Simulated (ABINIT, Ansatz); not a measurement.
**LiBe (Pm-3m): zone-centre phonons**

Which modes does LiBe (Pm-3m) have at the zone centre?

Method: DFT LDA, scalar-relativistic, plane waves, PseudoDojo norm-conserving pseudopotentials, in ABINIT 10.8.3.

## (1) The starting structure

Symmetry: Pm-3m, No. 221, cubic system. The conventional cell has a = 2.811 Å, b = 2.811 Å, c = 2.811 Å, α = 90.00°, β = 90.00°, γ = 90.00°. Li has 8 Be at 2.43 Å nearest. Be has 8 Li at 2.43 Å nearest. Farther neighbours are not listed.

Structure file:

```cif
data_structure
_symmetry_space_group_name_H-M 'P 1'
_symmetry_Int_Tables_number 1
_cell_length_a 2.8112
_cell_length_b 2.8112
_cell_length_c 2.8112
_cell_angle_alpha 90.000
_cell_angle_beta 90.000
_cell_angle_gamma 90.000
_cell_volume 22.22
loop_
_atom_site_label
_atom_site_type_symbol
_atom_site_fract_x
_atom_site_fract_y
_atom_site_fract_z
_atom_site_occupancy
Li1 Li 0.00000 0.00000 0.00000 1
Be2 Be 0.50000 0.50000 0.50000 1
```

## (2) A first look

A first run with smearing and empty bands tells whether the crystal has a gap, which decides between fixed occupations and smearing later on.

probe.abi

```
# ground state
tolvrs 1.0d-08
prtden 1
prtwf 1

# basis, mesh and filling
ecut 38.0
ngkpt 6 6 6
nshiftk 1
shiftk 0.0 0.0 0.0
istwfk *1
occopt 7
tsmear 0.005
nband 9
nstep 100
diemac 9.0
prtebands 0
prtgsr 0

# cell and atoms
acell 3*1.0 Angstrom
rprim 
    2.811153 0.0 0.0
    0.0 2.811153 0.0
    0.0 0.0 2.811153
ntypat 2
znucl 3 4
natom 2
typat 1 2
xred 
    0.0 0.0 0.0
    0.5 0.5 0.5
pp_dirpath "./pseudo"
pseudos "Li.upf, Be.upf"
```

Command:

```
$ OMP_NUM_THREADS=1 mpirun -n 4 abinit probe.abi > probe.log
```

Numbers of over 12 decimals in the logs are rounded to 6 here.

probe.abo, the main output file:

```text
[banners, grids, parts of the stress and lines that vanish by symmetry left out]
- input  file    -> probe.abi
- output file    -> probe.abo
- root for input  files -> probei
[...]
Symmetries : space group Pm -3 m (#221); Bravais cP (primitive cubic)
[...]
mpw =        1743          nfft =       27000          nkpt =          20
[...]
== DATASET  1 ==================================================================
[...]
cutoff_energies: {ecut:  38.0, pawecutdg:  -1.0, }
[...]
ETOT  1  -20.906081022186    -2.091E+01 5.839E-02 3.141E-01
 ETOT  2  -20.916537126890    -1.046E-02 1.183E-03 9.386E-04
 ETOT  3  -20.916537236026    -1.091E-07 4.504E-04 2.169E-05
 ETOT  4  -20.916537238617    -2.592E-09 3.442E-04 2.184E-07
 ETOT  5  -20.916537238629    -1.199E-11 7.142E-05 2.044E-09
 At SCF step    5       vres2   =  2.04E-09 < tolvrs=  1.00E-08 =>converged.
[...]
sigma(1 1)=  1.01294263E-04  sigma(3 2)=  0.00000000E+00
  sigma(2 2)=  1.01294263E-04  sigma(3 1)=  0.00000000E+00
  sigma(3 3)=  1.01294263E-04  sigma(2 1)=  0.00000000E+00
[...]
convergence: {deltae: -1.199E-11, res2:  2.044E-09, residm:  7.142E-05, diffor: null, }
etotal    :  -2.09165372E+01
[...]
sigma(1 1)=  1.01294263E-04  sigma(3 2)=  0.00000000E+00
  sigma(2 2)=  1.01294263E-04  sigma(3 1)=  0.00000000E+00
  sigma(3 3)=  1.01294263E-04  sigma(2 1)=  0.00000000E+00
[...]
- sigma(1 1)=  2.98018012E+00  sigma(3 2)=  0.00000000E+00
- sigma(2 2)=  2.98018012E+00  sigma(3 1)=  0.00000000E+00
- sigma(3 3)=  2.98018012E+00  sigma(2 1)=  0.00000000E+00
[...]
fcart     -0.0000000000E+00 -0.0000000000E+00 -0.0000000000E+00
           strten      1.0129426328E-04  1.0129426328E-04  1.0129426328E-04
================================================================================

[key lines of the parts left out:]
pressure_GPa:  -2.9802E+00
```

It took 6.1 s on 4 MPI ranks of Intel Xeon Platinum 8259CL at 2.50GHz (Skylake/Cascade Lake), shared host; 23 s of CPU time.

Numbers from this step:

| Property | Result |
| --- | --- |
| volume per atom | 11.11 Å³ |
| pressure | -2.980 GPa |
| gap on the k-mesh | 0 eV |

No gap opens on this mesh, so smearing is kept; the printed pressure holds the stress of the finite basis too.

## (3) Relaxation

The harmonic expansion needs vanishing forces, and a free crystal bears no stress, so cell and atoms are brought to rest. Stress is more sensitive to the basis than forces are: the last 3 Ha under the cutoff are smoothed with ecutsm, and the cutoff is raised above that of the later runs.

relax.abi

```
# relaxation
ionmov 2
optcell 2
dilatmx 1.08
ntime 40
tolmxf 1.0d-05
tolvrs 1.0d-14
prtwf 0
prtden 0
chksymtnons 0

# basis, mesh and filling
ecut 47.0
ecutsm 3.0
ngkpt 12 12 12
nshiftk 1
shiftk 0.0 0.0 0.0
istwfk *1
occopt 7
tsmear 0.01
nband 9
nstep 100
diemac 1000000.0
prtebands 0
prtgsr 0

# cell and atoms
acell 3*1.0 Angstrom
rprim 
    2.811153 0.0 0.0
    0.0 2.811153 0.0
    0.0 0.0 2.811153
ntypat 2
znucl 3 4
natom 2
typat 1 2
xred 
    0.0 0.0 0.0
    0.5 0.5 0.5
pp_dirpath "./pseudo"
pseudos "Li.upf, Be.upf"
```

Command:

```
$ OMP_NUM_THREADS=1 mpirun -n 4 abinit relax.abi > relax.log
```

relax.abo, the main output file:

```text
[banners, grids, parts of the stress and lines that vanish by symmetry left out]
- input  file    -> relax.abi
- output file    -> relax.abo
- root for input  files -> relaxi
[...]
Symmetries : space group Pm -3 m (#221); Bravais cP (primitive cubic)
[...]
mpw =        2945          nfft =       46656          nkpt =          84
[...]
== DATASET  1 ==================================================================
[...]
cutoff_energies: {ecut:  47.0, pawecutdg:  -1.0, }
[...]
ETOT  1  -20.911538557768    -2.091E+01 8.435E-02 5.020E-01
 ETOT  2  -20.919719194458    -8.181E-03 2.751E-03 6.402E-03
 ETOT  3  -20.919719350622    -1.562E-07 5.409E-04 6.324E-05
 ETOT  4  -20.919719352573    -1.951E-09 1.659E-04 1.967E-06
 ETOT  5  -20.919719352653    -7.968E-11 1.722E-04 1.392E-08
[...]
At SCF step    8       vres2   =  2.77E-15 < tolvrs=  1.00E-14 =>converged.
[...]
sigma(1 1)=  9.04821291E-05  sigma(3 2)=  0.00000000E+00
  sigma(2 2)=  9.04821291E-05  sigma(3 1)=  0.00000000E+00
  sigma(3 3)=  9.04821291E-05  sigma(2 1)=  0.00000000E+00
[...]
convergence: {deltae:  4.832E-13, res2:  2.771E-15, residm:  7.951E-05, diffor: null, }
etotal    :  -2.09197194E+01
[...]
ETOT  1  -20.919798030319    -2.092E+01 5.671E-04 3.096E-01
[...]
At SCF step    8       vres2   =  1.80E-15 < tolvrs=  1.00E-14 =>converged.
[...]
sigma(1 1)=  7.80774476E-05  sigma(3 2)=  0.00000000E+00
  sigma(2 2)=  7.80774476E-05  sigma(3 1)=  0.00000000E+00
  sigma(3 3)=  7.80774476E-05  sigma(2 1)=  0.00000000E+00
[...]
convergence: {deltae: -3.162E-13, res2:  1.798E-15, residm:  4.116E-05, diffor: null, }
etotal    :  -2.09198220E+01
[...]
ETOT  1  -20.919273534412    -2.092E+01 1.013E-01 1.082E+01
[...]
At SCF step    9       vres2   =  6.14E-17 < tolvrs=  1.00E-14 =>converged.
[...]
sigma(1 1)= -4.64631559E-06  sigma(3 2)=  0.00000000E+00
  sigma(2 2)= -4.64631559E-06  sigma(3 1)=  0.00000000E+00
  sigma(3 3)= -4.64631559E-06  sigma(2 1)=  0.00000000E+00
[...]
convergence: {deltae: -6.359E-13, res2:  6.142E-17, residm:  1.614E-06, diffor: null, }
etotal    :  -2.09200936E+01
[...]
ETOT  1  -20.920091997748    -2.092E+01 2.639E-06 3.281E-02
[...]
At SCF step    8       vres2   =  1.34E-16 < tolvrs=  1.00E-14 =>converged.
[...]
sigma(1 1)=  2.07332298E-07  sigma(3 2)=  0.00000000E+00
  sigma(2 2)=  2.07332298E-07  sigma(3 1)=  0.00000000E+00
  sigma(3 3)=  2.07332298E-07  sigma(2 1)=  0.00000000E+00
[...]
convergence: {deltae:  2.593E-13, res2:  1.336E-16, residm:  1.375E-06, diffor: null, }
etotal    :  -2.09200945E+01
[...]
ETOT  1  -20.920094450974    -2.092E+01 1.354E-06 6.000E-05
[...]
ETOT  6  -20.920094455469     5.578E-13 1.471E-06 1.286E-14
 ETOT  7  -20.920094455469     6.750E-14 1.026E-06 6.823E-17
 At SCF step    7       vres2   =  6.82E-17 < tolvrs=  1.00E-14 =>converged.
[...]
sigma(1 1)=  4.95940612E-10  sigma(3 2)=  0.00000000E+00
  sigma(2 2)=  4.95940614E-10  sigma(3 1)=  0.00000000E+00
  sigma(3 3)=  4.95940615E-10  sigma(2 1)=  0.00000000E+00
[...]
convergence: {deltae:  6.750E-14, res2:  6.823E-17, residm:  1.026E-06, diffor: null, }
etotal    :  -2.09200945E+01
[...]
At Broyd/MD step   5, gradients are converged :
[...]
sigma(1 1)=  4.95940612E-10  sigma(3 2)=  0.00000000E+00
  sigma(2 2)=  4.95940614E-10  sigma(3 1)=  0.00000000E+00
  sigma(3 3)=  4.95940615E-10  sigma(2 1)=  0.00000000E+00
[...]
- sigma(1 1)=  1.45910766E-05  sigma(3 2)=  0.00000000E+00
- sigma(2 2)=  1.45910766E-05  sigma(3 1)=  0.00000000E+00
- sigma(3 3)=  1.45910766E-05  sigma(2 1)=  0.00000000E+00
[...]
fcart     -0.0000000000E+00 -0.0000000000E+00 -0.0000000000E+00
           strten      4.9594061236E-10  4.9594061431E-10  4.9594061496E-10
================================================================================

[key lines of the parts left out:]
pressure_GPa:  -1.4591E-05
Total energy (etotal) [Ha]= -2.09200944554685E+01
```

Elapsed: 2.3 min, on 4 MPI ranks; 9 min of CPU time.

Relaxation path:

| step | energy less that of the first step (eV) | largest force (eV/Å) | volume (Å³) |
| --- | --- | --- | --- |
| 1 | 0.0000 | 0.0000 | 22.22 |
| 2 | -0.0028 | 0.0000 | 22.03 |
| 3 | -0.0102 | 0.0000 | 20.98 |
| 4 | -0.0102 | 0.0000 | 21.04 |
| 5 | -0.0102 | 0.0000 | 21.04 |

```
conventional cell, symmetrised  before  after  change
                         a (Å)   2.811  2.761  -1.8 %
                         b (Å)   2.811  2.761  -1.8 %
                         c (Å)   2.811  2.761  -1.8 %
              volume (Å³/atom)   11.11  10.52  -5.3 %
```

The relaxed structure:

```xyz
2
Lattice="2.7605 0.0000 0.0000 0.0000 2.7605 0.0000 0.0000 0.0000 2.7605" Properties=species:S:1:pos:R:3 pbc="T T T"
Li    0.0000    0.0000    0.0000
Be    1.3803    1.3803    1.3803
```

Read from the output:

```
volume per atom : 10.52 Å³
pressure        : -1.46e-5 GPa
```

The volume changes by -5.3 % in this run and stands -5.3 % from the first cell.

## (4) Ground state

First-order wavefunctions inherit every error of the ground state, hence the very tight tolvrs. Smearing stays on, as the first look found no gap above 0.3 eV.

gs.abi

```
# ground state
tolvrs 1.0d-16
prtden 1
prtwf 1

# basis, mesh and filling
ecut 38.0
ngkpt 12 12 12
nshiftk 1
shiftk 0.0 0.0 0.0
istwfk *1
occopt 7
tsmear 0.01
nband 9
nstep 100
diemac 1000000.0
prtebands 0
prtgsr 0

# cell and atoms
acell 3*1.0 Angstrom
rprim 
    2.760526075 0.0 0.0
    0.0 2.760526075 0.0
    0.0 0.0 2.760526075
ntypat 2
znucl 3 4
natom 2
typat 1 2
xred 
    0.0 0.0 0.0
    0.5 0.5 0.5
pp_dirpath "./pseudo"
pseudos "Li.upf, Be.upf"
```

Command:

```
$ OMP_NUM_THREADS=1 mpirun -n 4 abinit gs.abi > gs.log
```

gs.abo, the main output file:

```text
[banners, grids, parts of the stress and lines that vanish by symmetry left out]
- input  file    -> gs.abi
- output file    -> gs.abo
- root for input  files -> gsi
[...]
Symmetries : space group Pm -3 m (#221); Bravais cP (primitive cubic)
[...]
mpw =        1622          nfft =       27000          nkpt =          84
[...]
== DATASET  1 ==================================================================
[...]
cutoff_energies: {ecut:  38.0, pawecutdg:  -1.0, }
[...]
ETOT  1  -20.910398769877    -2.091E+01 1.255E-01 3.075E-01
 ETOT  2  -20.919868716844    -9.470E-03 2.253E-03 6.095E-03
 ETOT  3  -20.919869168624    -4.518E-07 2.551E-04 7.677E-05
 ETOT  4  -20.919869176179    -7.555E-09 8.632E-05 2.528E-06
 ETOT  5  -20.919869176416    -2.366E-10 2.423E-05 8.513E-09
 ETOT  6  -20.919869176417    -1.130E-12 5.715E-05 6.650E-11
 ETOT  7  -20.919869176417     2.274E-13 1.330E-05 9.509E-13
 ETOT  8  -20.919869176416     3.375E-13 3.890E-05 7.063E-15
 ETOT  9  -20.919869176416     5.080E-13 8.170E-06 3.857E-17
 At SCF step    9       vres2   =  3.86E-17 < tolvrs=  1.00E-16 =>converged.
[...]
sigma(1 1)=  2.17056907E-05  sigma(3 2)=  0.00000000E+00
  sigma(2 2)=  2.17056907E-05  sigma(3 1)=  0.00000000E+00
  sigma(3 3)=  2.17056907E-05  sigma(2 1)=  0.00000000E+00
[...]
convergence: {deltae:  5.080E-13, res2:  3.857E-17, residm:  8.170E-06, diffor: null, }
etotal    :  -2.09198692E+01
[...]
sigma(1 1)=  2.17056907E-05  sigma(3 2)=  0.00000000E+00
  sigma(2 2)=  2.17056907E-05  sigma(3 1)=  0.00000000E+00
  sigma(3 3)=  2.17056907E-05  sigma(2 1)=  0.00000000E+00
[...]
- sigma(1 1)=  6.38603468E-01  sigma(3 2)=  0.00000000E+00
- sigma(2 2)=  6.38603468E-01  sigma(3 1)=  0.00000000E+00
- sigma(3 3)=  6.38603468E-01  sigma(2 1)=  0.00000000E+00
[...]
fcart     -0.0000000000E+00 -0.0000000000E+00 -0.0000000000E+00
           strten      2.1705690705E-05  2.1705690705E-05  2.1705690705E-05
================================================================================

[key lines of the parts left out:]
pressure_GPa:  -6.3860E-01
```

The job ended after 18 s (4 MPI ranks).

Numbers from this step:

| Item | Value |
| --- | --- |
| pressure | -0.6386 GPa |

The cell stands at -0.64 GPa: the relaxation ran with a smoothed and higher cutoff, and the difference is a stress of the finite basis.

[end of part 1 of 3]

[Host names and launcher messages were left out of these logs when they were recorded.]

[Logs are printed without paths, hosts, clocks, repeated set-up lines and the standing remarks that a program may print on its own settings, such as how far it seeks lower states.]

[Hosts, paths, dates, database ids (printed as entryN), source tags and the programs' standing remarks are cut or masked in the printed files.]
